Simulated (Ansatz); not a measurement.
# MgO (Periclase, Fm-3m): from the cell to its phonons, part 2 of 4

Aim: the vibrations of MgO (Periclase, Fm-3m), their spectra, and whether the structure is stable.

Ansatz 0.2.0; DFT PBEsol, scalar-relativistic, plane waves, PAW; PAW set soft_1.

So far. Step 3 (Tight relaxation): The forces vanish by symmetry and the pressure is -0.007 GPa, within the tolerances set. The cell now holds 9.36 Å³/atom. The relaxed cell has a = 4.215 Å (conventional setting).

The database entry behind the starting cell differs from later determinations by our own check (about 0.1 % long), so it need not match the best structure at ambient conditions.

## 4. Zone-centre response

The zone centre comes first: it holds the modes that light can see, as far as symmetry allows. The response to a homogeneous field gives the Born charges and the dielectric tensor.

Input file input.yaml:

```yaml
crystal:
  lattice:
    - [0.0, 2.1074634062, 2.1074634062]
    - [2.1074634062, 0.0, 2.1074634062]
    - [2.1074634062, 2.1074634062, 0.0]
  atoms:
    - { symbol: Mg, position: [0.0, 0.0, 0.0] }
    - { symbol: O, position: [0.5, 0.5, 0.5] }
kpoints:
  mp_grid: { grid: [8, 8, 8] }
hamiltonian:
  xc: pbesol
  pseudopotentials: { kind: paw, azcp: { folder: soft_1 }, xc_functional: pbe }
scf:
  occupations: { method: fixed }
output:
  eigenvalues: true
phonons:
  method: dfpt
  dielectric: true
  rigid_motions: translations
```

Started as:

```console
> ansatz run input.yaml --threads 4 --pin off --max-ram 16384MiB --backend cpu --events-out ev --progress --plain --runs-dir out
```

Numbers of over 12 decimals in the logs are rounded to 6 here.

What it wrote:

```text
[...]
Crystal: 2 atoms, lattice volume = 18.720 Å³
Basis set: ecut = 420 eV, 339 PW (Γ), exchange–correlation on 40×40×40 points (8 copies of the dense FFT grid, shifted against one another)
Bands: 12, of which v1, the nominal top of the filled ones, is band 8 counted from 1 (7 counted from 0)
Symmetry: 48 space group operations
k-points: 59 of 512 (irreducible under 8 space group operations, time reversal used)
[...]
SCF iter   1: F=—  HF=-2475.879222 eV  |F-HF|=—  |Δ(HF+E_count)|=         —  Δρ=7.14e-2  dr2=4.76e-1  ethr=3.10e-3  ⟨swp⟩=4.5  Hψ=3824  notcnv=0  defer=71
[...]
SCF iter   8: F=-2475.874096 eV  HF=-2475.874096 eV  |F-HF|=4.09e-12  |Δ(HF+E_count)|=  4.98e-10  Δρ=2.21e-7  dr2=4.64e-12  ethr=1.00e-12  ⟨swp⟩=7.0  Hψ=3839  notcnv=0
SCF 1 converged in 8 iterations: F = -2475.874096 eV  dr2 = 4.64e-12
[...]
DFPT response loops at Γ: preconditioner auto → none (the input reference at scf.mixing.eps_inf says where Resta's filter doesn't serve); β = 0.50; Broyden in place of MSR1
── the response to a field inside a basis, on 8×8×8 k-points: an SCF that follows is theirs, and a resumed run solves both again ──
Bands: 9, of which v1, the nominal top of the filled ones, is band 8 counted from 1 (7 counted from 0)
k-points: 60 of 512 (irreducible under 12 space group operations)
[...]
Eigensolver: Dense (60 Hₖ)
SCF iter   1: F=—  HF=-2475.875635 eV  |F-HF|=—  |Δ(HF+E_count)|=         —  Δρ=5.94e-4  dr2=9.32e-6  ethr=1.00e-1
[...]
SCF iter   4: F=-2475.875642 eV  HF=-2475.875642 eV  |F-HF|=5.36e-9  |Δ(HF+E_count)|=   6.87e-8  Δρ=9.61e-6  dr2=4.25e-9  ethr=5.62e-9
SCF 1 converged in 4 iterations: F = -2475.875642 eV  dr2 = 4.25e-9
[...]
SCF converged after 8 iterations
Free energy (F): -2475.874096 eV
[...]
Internal energy: -2475.874096 eV  (E = F + TS)
E sigma→0 (E₀):  -2475.874096 eV
Fermi energy:    7.909144 eV
[...]
--- Band table (eV; the first three rows and the last of 59) ---
  k-point 0: bands = [... 4 lower, -9.2706, 7.9091, 7.9091, 7.9091, 12.5297, 23.5489, 23.5489, 23.5489]
  k-point 1: bands = [... 4 lower, -9.0992, 6.9423, 7.8057, 7.8057, 13.4490, 21.8463, 23.9045, 23.9045]
  k-point 2: bands = [... 4 lower, -8.6545, 5.2248, 7.5680, 7.5680, 14.8837, 20.3109, 24.4058, 24.4058]
  k-point 58: bands = [... 4 lower, -7.6375, 4.9364, 4.9364, 6.1254, 19.3979, 19.3979, 19.9592, 23.2881]
--- Phonons (Γ-DFPT): 2 representative perturbations + reference, on 59 of 512 k-points (Σ response iterations 7) ---
  k mesh reduced under 8 symmetry operations, with k and −k counted as one. Each operation leaves every solved perturbation unchanged. A smaller set is not considered because the run solves the response to a homogeneous field
  ASR residual: 1.509e-4 → 0.000e0 eV/Å²; symmetrization residual: 1.474e-6 eV/Å²
  ASR residual per site (eV/Å²): 1.06e-4 1.51e-4
  Γ frequencies (cm⁻¹): 0.00 0.00 0.00 387.17 387.17 387.17
  ε∞ (high-frequency dielectric tensor):
        3.245394    -0.000000    -0.000000
       -0.000000     3.245394     0.000000
       -0.000000     0.000000     3.245394
  ε⁰ (static dielectric tensor: ions relaxed, cell fixed):
       10.373424     0.000000     0.000000
        0.000000    10.373424     0.000000
        0.000000     0.000000    10.373424
  ε⁰ − ε∞ (ionic part):
        7.128030     0.000000     0.000000
        0.000000     7.128030     0.000000
        0.000000     0.000000     7.128030
  softest optical mode at Γ: 387.17 cm⁻¹; the repairs (sum rule, projections) moved no ω² at Γ by more than (1.65 cm⁻¹)²
  Born effective charges Z* (e; rows j = field, columns β = displacement):
    site 0:
         1.98037    0.00000    0.00000
         0.00000    1.98037   -0.00000
         0.00000   -0.00000    1.98037
    site 1:
        -1.98037   -0.00000   -0.00000
        -0.00000   -1.98037    0.00000
        -0.00000    0.00000   -1.98037
  Z* charge neutrality: 5.720e-4 e pre-enforcement
  solved inside a basis spanned on kpoints, on 8×8×8 k-points, its susceptibility summed on 12×12×12: ε∞ is read to err by 7.0e-3, Z* by 1.1e-2 e (field_mesh: kpoints solves on kpoints); Z* is corrected for what the basis lacks
  optical modes at Γ without the LO–TO term, one row a degenerate level:
      ω (cm⁻¹)  modes    IR ((D/Å)²/amu)
        387.17      3            28.1344
  optical modes at Γ + LO–TO along q̂ = [1.0000, 0.0000, 0.0000]:
      ω (cm⁻¹)  modes    IR ((D/Å)²/amu)
        387.17      2            18.7562
        692.19      1             9.3781
  optical modes at Γ + LO–TO along q̂ = [0.0000, 1.0000, 0.0000]:
      ω (cm⁻¹)  modes    IR ((D/Å)²/amu)
        387.17      2            18.7562
        692.19      1             9.3781
  optical modes at Γ + LO–TO along q̂ = [0.0000, 0.0000, 1.0000]:
      ω (cm⁻¹)  modes    IR ((D/Å)²/amu)
        387.17      2            18.7562
        692.19      1             9.3781
```

Wall time 2.5 s (4 threads of AMD EPYC 9R45, shared host); peak memory 0.43 GiB.

In the SCF lines HF is the Harris–Foulkes energy and dr2 the Hartree energy of the density residual, in eV; the loop may stop once dr2 is under the threshold and the program's other checks hold. Hψ counts applications of the Hamiltonian.

Numbers from this step:

```yaml
sum_rule_residual_before_enforcement: 1.51e-4 eV/Å²
miss_of_the_charge_sum_rule: 5.72e-4 e
estimated_error_of_the_dielectric_tensor: 0.007047
estimated_error_of_the_born_charges: 0.01090 e
point_group: m-3m
highest_optical_mode_at_the_zone_centre_no_lo_to_term: 387.2 cm⁻¹
lowest_optical_zone_centre_mode: 387.2 cm⁻¹
mean_high_frequency_dielectric_constant: 3.245
largest_born_charge_third_of_the_trace: 1.980 e
mean_static_dielectric_constant: 10.37
top_of_the_zone_centre_spectrum_with_the_field: 692.2 cm⁻¹
```

Without the LO-TO term. Patterns of degenerate modes are one choice out of their space. The modes at Γ (shares of kinetic energy by element, %):

```
mode  frequency (cm⁻¹)  symmetry  Mg %  O %
   1               0.0  acoustic    60   40
   2               0.0  acoustic    60   40
   3               0.0  acoustic    60   40
   4             387.2       T1u    40   60
   5             387.2       T1u    40   60
   6             387.2       T1u    40   60
```

Displacements in mode 5 (387.2 cm⁻¹), the largest set to 1:
```
Mg1  0.00  0.00 -0.66
O2   0.00  0.00  1.00
```

Optical modes at the zone centre, without and with the macroscopic field of the longitudinal modes; each column is sorted by frequency, so a row need not hold one and the same mode. Modes with and without the field, by row:

```
rank among optical modes  no field (cm⁻¹)  q along (1, 0, 0) (cm⁻¹)
                       1            387.2                     387.2
                       2            387.2                     387.2
                       3            387.2                     692.2
```

Born charge (rows field, columns displacement) (e), principal values of the symmetric part by kind of site:

```
atom  atoms with these values    low  middle   high   mean
 Mg1                        1   1.98    1.98   1.98   1.98
  O2                        1  -1.98   -1.98  -1.98  -1.98
```

In full for Mg1:

```
1.98 0.00 0.00
0.00 1.98 0.00
0.00 0.00 1.98
```

High-frequency dielectric tensor:

```
3.25 0.00 0.00
0.00 3.25 0.00
0.00 0.00 3.25
```

Static dielectric tensor (ions relaxed, fixed cell):

```
10.37  0.00  0.00
 0.00 10.37  0.00
 0.00  0.00 10.37
```

Transverse modes. Lines of the infrared spectrum (strongest = 100):

```
position (cm⁻¹)  label  relative intensity
            387    T1u                 100
```

Before it was imposed, the acoustic sum rule was missed by 1.5e-4 eV/Å² and the charge sum rule by 5.7e-4 e. Small misses are needed for a sound result but don't prove that mesh and cutoff are converged. The lowest optical mode is real, 387 cm⁻¹.

(Continued in part 3 of 4.)

[Logs are printed without paths, hosts, clocks, repeated set-up lines and the standing remarks that a program may print on its own settings, such as how far it seeks lower states.]

[Hosts, paths, dates, database ids (printed as entryN), source tags and the programs' standing remarks are cut or masked in the printed files.]
